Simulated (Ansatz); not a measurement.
# BaTiO3 (Pm-3m): refractive index against wavelength

The refractive index of BaTiO3 (Pm-3m) below the direct gap (1.91 eV on the mesh) is read from one computed spectrum, n = √(Re ε).

The structure is cubic, space group Pm-3m (No. 221). The conventional cell has a = 4.006 Å, b = 4.006 Å, c = 4.006 Å, α = 90.00°, β = 90.00°, γ = 90.00°. Ba on site b has 12 O at 2.83 Å as nearest neighbours. Ti on site a has 6 O at 2.00 Å as nearest neighbours. O on site d is surrounded by 2 Ti at 2.00 Å.

Method: Ansatz 0.2.0, PBE, independent particles, k-mesh 6×6×6 with interpolation inside its cells, Gaussian parameter 0.1 eV.

Launch of the response step: `ansatz run input.yaml --threads 4 --pin off --max-ram 8192MiB --backend cpu --events-out ev --progress --plain --runs-dir out`. The run took 14 s, on 4 threads of Intel(R) Xeon(R) Platinum 8259CL CPU @ 2.50GHz (Skylake/Cascade Lake), with other jobs on the host.

```
wavelength (nm)  photon energy E (eV)       n
           3000                 0.413  2.6239
           2000                 0.620  2.6360
           1550                 0.800  2.6511
           1310                 0.946       ?
           1064                 1.165  2.6984
```

In the single-oscillator model n² − 1 = E₀E_d/(E₀² − E²), so 1/(n² − 1) = E₀/E_d − E²/(E₀E_d) is linear in E².

Working, on the rows shown:

| x = E² (eV²) | y = 1/(n² − 1) |
| --- | --- |
| 0.170801 | 0.169928 |
| 0.384302 | 0.16811 |
| 0.639837 | 0.165883 |
| 1.35784 | 0.159201 |

Means: x̄ = 0.6382, ȳ = 0.16578. Σ(x − x̄)(y − ȳ) = -0.007264, Σ(x − x̄)² = 0.8008. Slope = -0.007264 / 0.8008 = -0.009071; intercept = ȳ − slope · x̄ = 0.17157. Turned back into n, the line misses the rows shown by at most 0.00081.

Task: Fill in the last column of the withheld row.

Result: At x = 0.89576 the line gives y = 0.16344, that is 2.6680. The run gave 2.6671, so the interpolation is off by 0.00091, 1.2 % of the range in the table.

Refitted with all rows, the slope is -0.00904 and the intercept 0.17157. These give E₀ = √(intercept/−slope) = 4.36 eV and E_d = E₀/intercept = 25.4 eV; E₀ is 2.3 times the direct gap. The electronic limit at long wavelengths, without lattice vibrations, is n = √(1 + 1/intercept) = 2.613. Excitons are left out and so are local fields; PBE gaps are as a rule too small. Spin-orbit coupling is left out.

[Logs are printed without paths, hosts, clocks, repeated set-up lines and the standing remarks that a program may print on its own settings, such as how far it seeks lower states.]
